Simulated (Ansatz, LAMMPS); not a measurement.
# Glassy 71GeO2-14Al2O3-14SrO (mol %) (66 atoms): where an added charge goes, part 2 of 4

Does an extra electron or hole in glassy 71GeO2-14Al2O3-14SrO (mol %) (66 atoms) stay spread out, or do the atoms trap it?

Ansatz 0.2.0; Kohn-Sham DFT, PBE, PAW (set soft_1), plane waves; PAW set soft_1.

The cell: 15 Ge, 6 Al, 3 Sr and 42 O. The quench rate of 20 K/ps is many orders above laboratory rates. The network of bonds at the start is that of the classical potential that made the cell. Sampling is at Γ alone, for a cell whose shortest periodic width is 10 Å.

So far. Step 2 (Single point at the start): The r.m.s. force at the start is 1.2 eV/Å. Step 3 (Relaxation): The relaxation converged after 26 steps, 8.35 eV below its start, with a largest force component of 0.022 eV/Å.

## Step 4: Single point at the relaxed geometry

One more single point at the end of the walk gives the fuller output and checks the residual forces.

Contents of input.yaml:

```yaml
crystal:
  lattice:
    - [9.86601, 0.0, 0.0]
    - [0.0, 9.86601, 0.0]
    - [0.0, 0.0, 9.86601]
  atoms:
    - { symbol: Ge, position: [0.74851, 0.5389, 0.53143] }
    - { symbol: Ge, position: [0.08153, 0.75086, 0.73648] }
    - { symbol: Ge, position: [0.80871, 0.83118, 0.39498] }
    - { symbol: Ge, position: [0.89288, 0.01966, 0.64716] }
    - { symbol: Ge, position: [0.73895, 0.11054, 0.22818] }
    - { symbol: Ge, position: [0.96048, 0.56422, 0.98288] }
    [... 54 atom lines left out ...]
    - { symbol: O, position: [0.73345, 0.11186, 0.04508] }
    - { symbol: O, position: [0.21076, 0.22628, 0.84542] }
    - { symbol: O, position: [0.9726, 0.47764, 0.15576] }
    - { symbol: O, position: [0.78756, 0.96329, 0.51351] }
    - { symbol: O, position: [0.20999, 0.8372, 0.19604] }
    - { symbol: O, position: [0.42927, 0.37419, 0.24469] }
kpoints:
  mp_grid: { grid: [1, 1, 1] }
hamiltonian:
  xc: pbe
  pseudopotentials: { kind: paw, azcp: { folder: soft_1 } }
scf:
  occupations: { method: fixed }
output:
  forces: true
  stress: true
  populations: true
  dos:
    method: { smearing: { sigma: 0.15 } }
    de: 0.1
    projected: { site_lists: { Al: [Al], Ge: [Ge], O: [O], Sr: [Sr] } }
  eigenvalues: true
  write_density: true
  write_potential: true
  volumetric_format: npy
```

Started as:

```console
ansatz run input.yaml --threads 4 --pin off --max-ram 8192MiB --backend cpu --events-out ev --progress --plain --runs-dir out
```

What it wrote:

```text
[...]
Crystal: 66 atoms, lattice volume = 960.339 Å³
Basis set: ecut = 420 eV, 18805 PW (Γ), exchange–correlation on 144×144×144 points (8 copies of the dense FFT grid, shifted against one another)
Bands: 321, of which v1, the nominal top of the filled ones, is band 255 counted from 1 (254 counted from 0)
Symmetry: 1 space group operations
[...]
k-points: 1
[...]
SCF iter   1: F=—  HF=-102164.149456 eV  |F-HF|=—  |Δ(HF+E_count)|=         —  Δρ=9.15e-2  dr2=7.13e1  ethr=3.10e-3  ⟨swp⟩=6.0  Hψ=1172  notcnv=0  defer=62
[...]
SCF iter  13: F=-102141.937834 eV  HF=-102141.937834 eV  |F-HF|=5.41e-8  |Δ(HF+E_count)|=   2.03e-7  Δρ=3.37e-6  dr2=9.41e-8  ethr=1.96e-11  ⟨swp⟩=22.0  Hψ=3214  notcnv=0
SCF 1 converged in 13 iterations: F = -102141.937834 eV  dr2 = 9.41e-8
[...]
SCF converged after 13 iterations
Free energy (F): -102141.937834 eV
[...]
Internal energy: -102141.937834 eV  (E = F + TS)
E sigma→0 (E₀):  -102141.937834 eV
Fermi energy:    4.386150 eV
[...]
--- Forces (eV/Å), atoms counted from 1 ---
  atom   1  Ge    -0.00228248     0.00879471    -0.00157646
  atom   2  Ge    -0.01126752    -0.00366745    -0.00259183
  atom   3  Ge    -0.00374842     0.00572260     0.00232219
  atom   4  Ge     0.00470921    -0.00284688    -0.00547821
  atom   5  Ge     0.00480422     0.00065054     0.00230225
  atom   6  Ge     0.00026351    -0.01024230    -0.00622583
  atom   7  Ge    -0.00390877    -0.00109545     0.00841592
  atom   8  Ge    -0.00315279     0.00143600     0.00564343
  atom   9  Ge     0.00592183    -0.00706840     0.00071754
  atom  10  Ge     0.00555413    -0.00221576    -0.00510407
  atom  11  Ge     0.00113903     0.00652235    -0.00724785
  atom  12  Ge    -0.00135972     0.00154406    -0.00107532
  atom  13  Ge    -0.00104868    -0.00345207     0.00218467
  atom  14  Ge     0.00433746    -0.00850661     0.00338517
[...]
atom  65  O     -0.00627938    -0.00062090    -0.00485750
  atom  66  O      0.00158460     0.00151684     0.00132735
  max |Σ_I F_I| component: 6.66e-5 eV/Å
--- Stress (GPa, compression-positive) ---
        0.255573      -0.876856       1.308219
       -0.876855      -3.000913       1.149097
        1.308216       1.149092      -1.333028
  P = ⅓ Tr σ = -1.3595 GPa (-13.595 kbar)
--- Band table (eV) ---
[...]
--- Löwdin populations: 66 sites ---
  site symbol       q [e]
     0     Ge     12.5234
     1     Ge     12.5566
     2     Ge     12.5052
[...]
65      O      6.7597
  spilling = 0.006966 (of n_electrons = 510.000000)
```

It took 10 s on 4 threads of Intel Xeon Platinum 8488C (Sapphire Rapids), shared host; peak memory 1.4 GiB.

Read from the output:

```
free energy                                      : -102141.9378 eV
free energy per atom                             : -1547.6051 eV/atom
SCF cycles                                       : 13
pressure                                         : -1.359 GPa
r.m.s. force component                           : 0.00534 eV/Å
longest force                                    : 0.02395 eV/Å
Fermi energy                                     : 4.386 eV
gap (highest filled to lowest empty level) : 2.173 eV
spilling of the projection                       : 0.006966
```

Löwdin charges by element and coordination (they lack the spilled electrons, 0.054 e an atom on average):

```
element  coordination  atoms  mean charge (e)  spread   least    most
     Al           all      6             1.31  0.0425    1.26    1.38
     Ge           all     15             1.46  0.0311    1.40    1.50
      O           all     42           -0.754  0.0571  -0.947  -0.669
     Sr           all      3             1.83   0.015    1.82    1.85
```

States in the cell by windows of 1 eV, zero at the Fermi level; the larger projections on atomic orbitals stand beside the total:

```
from (eV)  to (eV)  total   O p  Ge p  Ge s   O s  Sr p
      -18      -17   33.8   0.3   4.2   0.8  25.6   0.3
      -17      -16   22.8   0.1   2.3   0.2  17.8   0.7
      -16      -15    5.5   0.1   0.1   0.0   0.8   4.5
      -15      -14   13.1   0.2   0.1   0.0   0.8  11.8
      -14      -13    0.1   0.0   0.0   0.0   0.0   0.1
      -13      -10    0.0   0.0   0.0   0.0   0.0   0.0
      -10       -9    4.6   2.4   0.1   1.8   0.2   0.0
       -9       -8    7.7   4.1   0.3   2.6   0.5   0.0
       -8       -7   11.3   6.3   0.7   2.9   1.0   0.0
       -7       -6    7.2   4.5   0.6   1.0   0.5   0.0
       -6       -5   22.2  16.1   3.7   0.4   0.4   0.0
       -5       -4   29.2  22.1   4.1   0.3   0.8   0.0
       -4       -3   32.0  26.1   2.6   0.2   1.2   0.0
       -3       -2   46.4  41.6   1.6   0.2   1.0   0.1
       -2       -1   62.3  59.2   0.8   0.1   0.5   0.1
       -1        0   28.2  27.2   0.3   0.0   0.1   0.0
        0        1    1.0   1.0   0.0   0.0   0.0   0.0
        1        2    0.1   0.0   0.0   0.0   0.0   0.0
        2        3    1.9   0.3   0.0   0.7   0.4   0.0
        3        4    5.1   1.5   0.5   1.9   0.7   0.0
        4        5   10.2   3.0   1.2   3.5   1.3   0.0
```

With fixed occupations the program's Fermi level is the highest filled level; weight inside the gap is the broadening of levels at its edges.

Between -26 and -18 eV lie 177 more states.

The levels nearest the highest filled one (over half full), pooled over k-points and spins:

```
level less the highest filled one (eV)  occupation
                                -0.661           2
                                -0.653           2
                                -0.587           2
                                -0.561           2
                                -0.372           2
                                     0           2
                                  2.17           0
                                  3.70           0
                                  3.79           0
                                  3.98           0
                                  4.25           0
                                  4.40           0
```

Electrostatic potential energy in the bc plane at fractional x = 0.412, with atoms of Ge and Al and Sr and O within 0.2 Å of it. With pseudopotentials it is smooth inside the atoms' cores, unlike the true potential.

Ten even steps from '_' (-46 eV) to '@' (11 eV), each cell a mean:
```
%%@@@@%%%%%%%%%%@@@@@@@@@@%%##++++++++**%%@@@@@@%%%%%%%%
##%%@@@@@@@@@@@@@@@@@@@@@@@@##++++++++**##**##%%##******
**%%@@@@@@@@@@@@@@@@@@@@@@@@%%**++++++##**==++##**##@@##
**%%@@@@@@@@@@@@@@@@@@@@@@@@@@%%####%%%%%%####%%**%%@@%%
##%%@@@@@@@@@@@@@@@@@@@@@@@@@@@@@@@@@@@@@@@@@@%%##******
%%@@@@@@@@@@@@@@@@@@@@@@@@@@@@@@@@@@@@@@@@@@@@@@%%######
%%@@@@@@@@@@@@@@@@@@@@@@@@@@@@@@@@@@%%%%%%%%@@@@@@**====
##@@@@@@@@@@@@@@@@@@@@@@@@@@@@@@@@%%##++++##%%@@@@++::--
####%%%%@@@@@@@@@@@@@@@@@@@@@@@@%%**::____::##%%@@##++++
**++++**%%%%@@@@@@@@@@@@@@@@@@@@%%++________++%%@@@@%%##
++++++++**++**%%@@@@@@@@@@@@@@@@%%**______..**%%@@@@%%##
++====++##++**%%@@@@@@@@**====%%@@%%**----**%%@@@@%%%%##
##****##%%%%@@@@%%%%%%%%--....++@@@@%%%%%%%%@@@@##----**
%%%%%%@@@@@@@@%%%%##%%%%++::--##@@@@@@@@@@@@@@@@==....==
@@@@@@@@@@@@@@%%%%##%%%%%%####%%%%@@@@@@@@@@@@%%++----**
@@@@@@@@@@@@@@@@%%%%%%%%%%##**++**####++**%%%%##****##@@
@@@@@@@@@@@@@@@@@@##++++##**====++**==::--****++++++**%%
@@@@@@@@@@@@@@@@%%==..::++**++==++****==++**++++++++++%%
@@@@@@%%%%%%%%%%%%==::::**##******%%@@%%%%##++++++++**%%
@@@@%%##====++##%%%%####@@@@%%%%%%@@@@@@@@%%##**++**##%%
@@@@##--______==%%@@@@@@@@@@@@@@@@@@@@@@@@@@@@%%%%%%##%%
@@%%##..______--##@@@@@@@@@@@@@@@@@@@@@@@@@@@@@@@@@@@@@@
@@@@##--______==##@@@@@@@@@@@@%%%%##%%@@@@@@@@@@@@@@@@@@
@@@@%%##++==++##%%@@@@@@@@@@%%**++++++##@@@@@@@@@@@@@@@@
```
Columns run along b (9.9 Å; values clipped at the 3rd and 97th percentile), rows up along c (9.9 Å). Atoms in or near the plane, at fractional coordinates: Ge at (0.60, 0.95), Al at (0.94, 0.86), Sr at (0.70, 0.59), Sr at (0.18, 0.09), O at (0.92, 0.43), O at (0.48, 0.46), O at (0.37, 0.24).

Valence density in the bc plane at fractional x = 0.412, with atoms of Ge and Al and Sr and O within 0.2 Å of it. It is the smooth field of the valence electrons, not physical close to the nuclei.

Ten steps, logarithmic in the rise over the least value, from '_' (0 e/Å³) to '@' (21 e/Å³), each cell a mean:
```
..............__________....::==%%@@**::::::....________
........________________....::++@@@@**----==--::..____..
....::..__________________....::==++----==++==--..______
........__________________............::--==--::..______
....______________________........____....::............
::..________________________....________________..::----
--..__________________________________....______::==++++
==::______________________________..::----::....::++****
--::..........__________________..::==++++==::..::--++==
------::::----::________________..--++++++++--......::::
==****----====--..____....::::....--++++++++--..__....::
--++++----====--..__..::==++++--::::--====--....::::::::
--::::::::::::::......--**####++::............::==**++==
::....__............::--++****==::..__..____..::++####++
::______________......::::----::....::::::....::==****==
..______________..::::::::::----::::==++==--::::------::
________________::==++==----++++==--++**++==--++**==::..
______________..--++##**==--==++==--==++++--==%%@@##--..
..______........::++##**==::::::::::::::::::--##%%**--::
::....::--==--::::--==--::....................----------
::..::==++++++==::......______......__________..::--==--
....::==++==++==::____________........__________..::--::
....::==++++++==..__________....::::..____________......
____..::--==--::__________....::--==::....______________
```
Columns run along b (9.9 Å), rows up along c (9.9 Å). Atoms in or near the plane, at fractional coordinates: Ge at (0.60, 0.95), Al at (0.94, 0.86), Sr at (0.70, 0.59), Sr at (0.18, 0.09), O at (0.92, 0.43), O at (0.48, 0.46), O at (0.37, 0.24).

Between filled and empty levels lie 2.17 eV (at Γ alone); a semilocal functional tends to put such gaps too low. In a disordered cell it changes from sample to sample, and tail or defect levels can set it. Mean Löwdin charges: Al +1.31, Ge +1.46, O -0.75, Sr +1.83 e (they miss 0.70 % of the electrons, so they add up to more than the cell's charge). The largest share in the top eV of filled states is O p (98 % of the projected weight), and in the lowest eV of empty states Ge s (36 % of the projected weight).

## Step 5: An extra electron, atoms held

The electron count changes by one with the atoms held: a vertical process, on a uniform background, with spin and a narrow Fermi–Dirac smearing. Its energy against the neutral cell hangs on the program's zero of potential.

input.yaml, the sections that differ from step 4:

```yaml
crystal:
  lattice:
    - [9.86601, 0.0, 0.0]
    - [0.0, 9.86601, 0.0]
    - [0.0, 0.0, 9.86601]
  atoms:
    [... the 66 atom lines of step 4 ...]
total_charge: -1
scf:
  occupations: { method: fermi_dirac, width: 0.01 }
  lower_state_search: "off"
magnetization:
  spin_polarized: true
  initial_magnetization: 1
# kpoints, hamiltonian, output: as in step 4
```

What it wrote:

```text
[...]
Crystal: 66 atoms, lattice volume = 960.339 Å³
Basis set: ecut = 420 eV, 18805 PW (Γ), exchange–correlation on 144×144×144 points (8 copies of the dense FFT grid, shifted against one another)
Bands: 322, of which v1, the nominal top of the filled ones, is band 256 counted from 1 (255 counted from 0)
Symmetry: 1 space group operations
[...]
k-points: 1
[...]
Starting moments: Σ|m| = 1 μB on 66 of 66 sites
[...]
SCF iter   1: F=—  HF=-102155.306076 eV  |F-HF|=—  |Δ(HF+E_count)|=         —  Δρ=4.44e-2 (↑4.23e-2 ↓4.44e-2)  dr2=6.67e1  dr2_m=2.17e-2  M=1.000 μB ∫|m|=1.050 μB  β_m=1.00  ethr=3.10e-3  ⟨swp⟩=8.0  Hψ=3120  notcnv=0  defer=40
[...]
spin=Collinear: Resta preconditioning applied to the charge; magnetization (m = ρ↑ − ρ↓) channel mixes plain (no charge-response kernel on spin).
SCF iter   2: F=—  HF=-102143.137343 eV  |F-HF|=—  |Δ(HF+E_count)|=         —  Δρ=2.68e-2 (↑2.67e-2 ↓2.68e-2)  dr2=2.62e1  dr2_m=4.70e-4  M=0.881 μB ∫|m|=0.969 μB  β_m=0.30  ethr=3.10e-3  ⟨swp⟩=2.0  Hψ=974  notcnv=0  defer=124
[...]
SCF iter   8: F=—  HF=-102135.370915 eV  |F-HF|=—  |Δ(HF+E_count)|=   4.28e-3  Δρ=2.74e-4 (↑2.74e-4 ↓2.72e-4)  dr2=2.37e-3  dr2_m=1.07e-4  M=0.828 μB ∫|m|=0.923 μB  β_m=0.30  ethr=1.17e-6  ⟨swp⟩=2.0  Hψ=1042  notcnv=0  defer=120
[...]
spin-set hold released at iteration 8 (site moments contracting): the magnetisation degrees of freedom join the quasi-Newton model from the next iteration; the mixer history was flushed
SCF iter   9: F=—  HF=-102135.372134 eV  |F-HF|=—  |Δ(HF+E_count)|=   1.22e-3  Δρ=2.07e-4 (↑2.07e-4 ↓2.04e-4)  dr2=1.50e-3  dr2_m=5.97e-5  M=0.829 μB ∫|m|=0.925 μB  β_m=0.65  ethr=4.64e-7  ⟨swp⟩=1.5  Hψ=525  notcnv=0  defer=120
[...]
SCF iter  17: F=-102135.375806 eV  HF=-102135.375806 eV  |F-HF|=4.66e-10  |Δ(HF+E_count)|=   2.24e-9  Δρ=1.93e-7 (↑1.93e-7 ↓1.74e-7)  dr2=6.53e-10  dr2_m=1.62e-10  M=0.832 μB ∫|m|=0.931 μB  ethr=3.67e-12  ⟨swp⟩=7.5  Hψ=3763  notcnv=0
SCF 1 converged in 17 iterations: F = -102135.375806 eV  dr2 = 6.53e-10
[...]
SCF converged after 17 iterations
Magnetization: 0.8317 μB (255.9159 up, 255.0841 down)
Absolute magnetization: 0.8839 μB (∫|ρ↑−ρ↓|, with the PAW one-centre terms)
[...]
Per-site moments (μB) at R_I (Å): [(0.00546595, 0.704692), (0.00220165, 0.725155), (0.00677156, 0.712973), (0.00338853, 0.709996), (0.00962147, 0.717788), [...]
Free energy (F): -102135.375806 eV
[...]
Internal energy: -102135.370031 eV  (E = F + TS)
E sigma→0 (E₀):  -102135.372918 eV
Entropy (-TS):   -0.005775 eV (-0.087 meV/atom)
Fermi energy:    6.593398 eV
[...]
--- Forces (eV/Å), atoms counted from 1 ---
  atom   1  Ge    -0.15112332     0.06200015     0.07948213
  atom   2  Ge    -0.06391474     0.00361181     0.00223956
  atom   3  Ge    -0.17513490    -0.02893658    -0.17403923
  atom   4  Ge    -0.15468277    -0.03589683     0.04623238
  atom   5  Ge    -0.03946652    -0.07586099     0.02530795
  atom   6  Ge    -0.13322032    -0.03625045     0.03993602
  atom   7  Ge     0.12011300     0.08376774     0.04782225
  atom   8  Ge     0.09084554    -0.03761181     0.06987110
  atom   9  Ge     0.05953758    -0.03330582    -0.03618995
  atom  10  Ge     0.02652493    -0.04264564    -0.05966042
  atom  11  Ge     0.03036287     0.13255520    -0.02617114
  atom  12  Ge    -0.12861246     0.02046585    -0.00535402
  atom  13  Ge     0.10790434    -0.03922823    -0.07812342
  atom  14  Ge     0.02552175     0.06758177     0.05596873
[...]
atom  65  O     -0.04801935     0.04237706    -0.00929981
  atom  66  O     -0.02786127     0.00169021    -0.03461746
  max |Σ_I F_I| component: 1.83e-5 eV/Å
--- Stress (GPa, compression-positive) ---
        0.880912      -0.848604       1.271978
       -0.848603      -1.997410       1.011181
        1.271974       1.011175      -0.502220
  P = ⅓ Tr σ = -0.5396 GPa (-5.396 kbar)
--- Band table (eV) ---
[...]
--- Löwdin populations: 66 sites ---
  site symbol       q [e]    m [muB]
     0     Ge     12.5533     0.0243
     1     Ge     12.5726     0.0094
     2     Ge     12.5394     0.0298
[...]
65      O      6.7681     0.0083
  spilling = 0.007014 (of n_electrons = 511.000000)
```

Wall time 25 s (4 threads); peak memory 2.1 GiB.

An extra electron, atoms held: the energy stands 6.56 eV above that of the reference, with a moment of 0.83 μB.

The levels nearest the highest filled one (over half full), pooled over k-points and spins:

```
level less the highest filled one (eV)  occupation
                                 -2.58           1
                                 -2.22           1
                                 -2.22           1
                                     0       0.916
                                0.0477       0.084
                                  1.55           0
                                  1.60           0
                                  1.64           0
```

Spin density in the bc plane at fractional x = 0.412, with atoms of Ge and Al and Sr and O within 0.2 Å of it.

Values in units of 1e-2 e/Å³, 13 rows by 16 columns, each cell a mean:
```
 0.1  0.1  0.0  0.0  0.1  0.1  0.1  0.1  0.3 -0.2  0.2  0.1  0.1  0.0  0.1  0.1
 0.1  0.1  0.1  0.0  0.0  0.0  0.0  0.0  0.1  0.4  0.3  0.2  0.5  0.0  0.1  0.1
 0.0  0.0  0.0  0.0  0.0  0.0  0.0  0.0  0.0  0.1  0.1  0.0  0.0  0.1  0.1  0.0
 0.1  0.0  0.1  0.0  0.0  0.0  0.0  0.0  0.1  0.1  0.1  0.0  0.0  0.1  0.0  0.3
 0.1  0.2  0.2  0.1  0.0  0.0  0.0  0.0  0.0  0.0  0.0  0.1  0.0  0.0  0.0  0.5
 0.3  0.4  0.1  0.0  0.0  0.0  0.0  0.0  0.0  0.0  0.0  0.1  0.0  0.0  0.0  0.1
 0.2  0.2  0.0  0.3  0.0  0.1  0.0  0.2  0.0  0.0  0.0  0.0  0.0  0.0  0.0  0.0
 0.0  0.1  0.0  0.0  0.2  0.2  0.0  0.6  0.1  0.0  0.0  0.0  0.0  0.0  0.2  0.5
 0.0  0.0  0.1  0.1  0.2  0.1  0.2  0.0  0.1  0.1  0.2  0.5  0.0  0.1  0.1  0.0
 0.0  0.1  0.1  0.1  0.0  0.3  1.4  0.1  0.3  0.2  0.2  0.7  0.0  0.0  0.0  0.1
 0.0  0.0  0.0  0.0  0.0  0.0  0.0  0.1  0.2  0.1  0.0  0.0  0.1  0.1  0.0  0.0
 0.0  0.0  0.0  0.1  0.0  0.0  0.1  0.0  0.0  0.0  0.0  0.1  0.1  0.0  0.0  0.0
 0.0  0.0  0.0  0.0  0.0  0.1  0.1  0.1  0.1  0.3  0.4  0.2  0.1  0.0  0.0  0.0
```
Columns run along b (9.9 Å), rows up along c (9.9 Å). Atoms in or near the plane, at fractional coordinates: Ge at (0.60, 0.95), Al at (0.94, 0.86), Sr at (0.70, 0.59), Sr at (0.18, 0.09), O at (0.92, 0.43), O at (0.48, 0.46), O at (0.37, 0.24).

(Continued in part 3 of 4.)

[Long decimals in the printed logs are rounded to 6 places.]

[Logs are printed without paths, hosts, clocks, repeated set-up lines and the standing remarks that a program may print on its own settings, such as how far it seeks lower states.]

[Hosts, paths, dates, database ids (printed as entryN), source tags and the programs' standing remarks are cut or masked in the printed files.]
